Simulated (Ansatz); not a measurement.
Rows from a G0W0 calculation on AlIn2N3 (Cmc2_1) (Ansatz 0.2.0; G0W0 on PBE, plane waves, PAW; PAW set soft_1; 3×3×2 mesh, 699 empty bands, screening to 150 eV, PAW set soft_1 files), in eV. Spin-orbit coupling is left out.

| row | k | band | start | Σx | Σc at the solution | Vxc |
| --- | --- | --- | --- | --- | --- | --- |
| A | Γ | c1 | 9.506 | -11.190 | -3.339 | -14.742 |
| B | Γ | c3 | 13.604 | -7.359 | -4.420 | -11.927 |
| C | Γ | v2 | 8.614 | -21.726 | 2.943 | -18.392 |
| D | Γ | v1 | 8.627 | -21.930 | 2.962 | -18.583 |
| E | Γ | v3 | 8.581 | -21.751 | 3.131 | -18.209 |
| F | Γ | c2 | 12.049 | -9.847 | -4.425 | -14.590 |

Give the quasiparticle energies and the shift of each level.

The quasiparticle equation reads E = start + Σx + Σc(E) − Vxc.

| row | E (eV) | shift (eV) |
| --- | --- | --- |
| A | 9.718 | +0.213 |
| B | 13.751 | +0.147 |
| C | 8.223 | −0.391 |
| D | 8.241 | −0.386 |
| E | 8.169 | −0.412 |
| F | 12.368 | +0.319 |

The gap over the computed points goes from 0.88 eV to 1.48 eV.

Limits: not at the basis limit; no spin-orbit coupling; coarse k mesh.

[Runs of the session that timed out or met a known fault of the program may be left out.]

[Cells called generated may have been cut or substituted from an entry of the Crystallography Open Database or the Materials Project.]

[Hosts, paths, dates, database ids (printed as entryN), source tags and the programs' standing remarks are cut or masked in the printed files.]
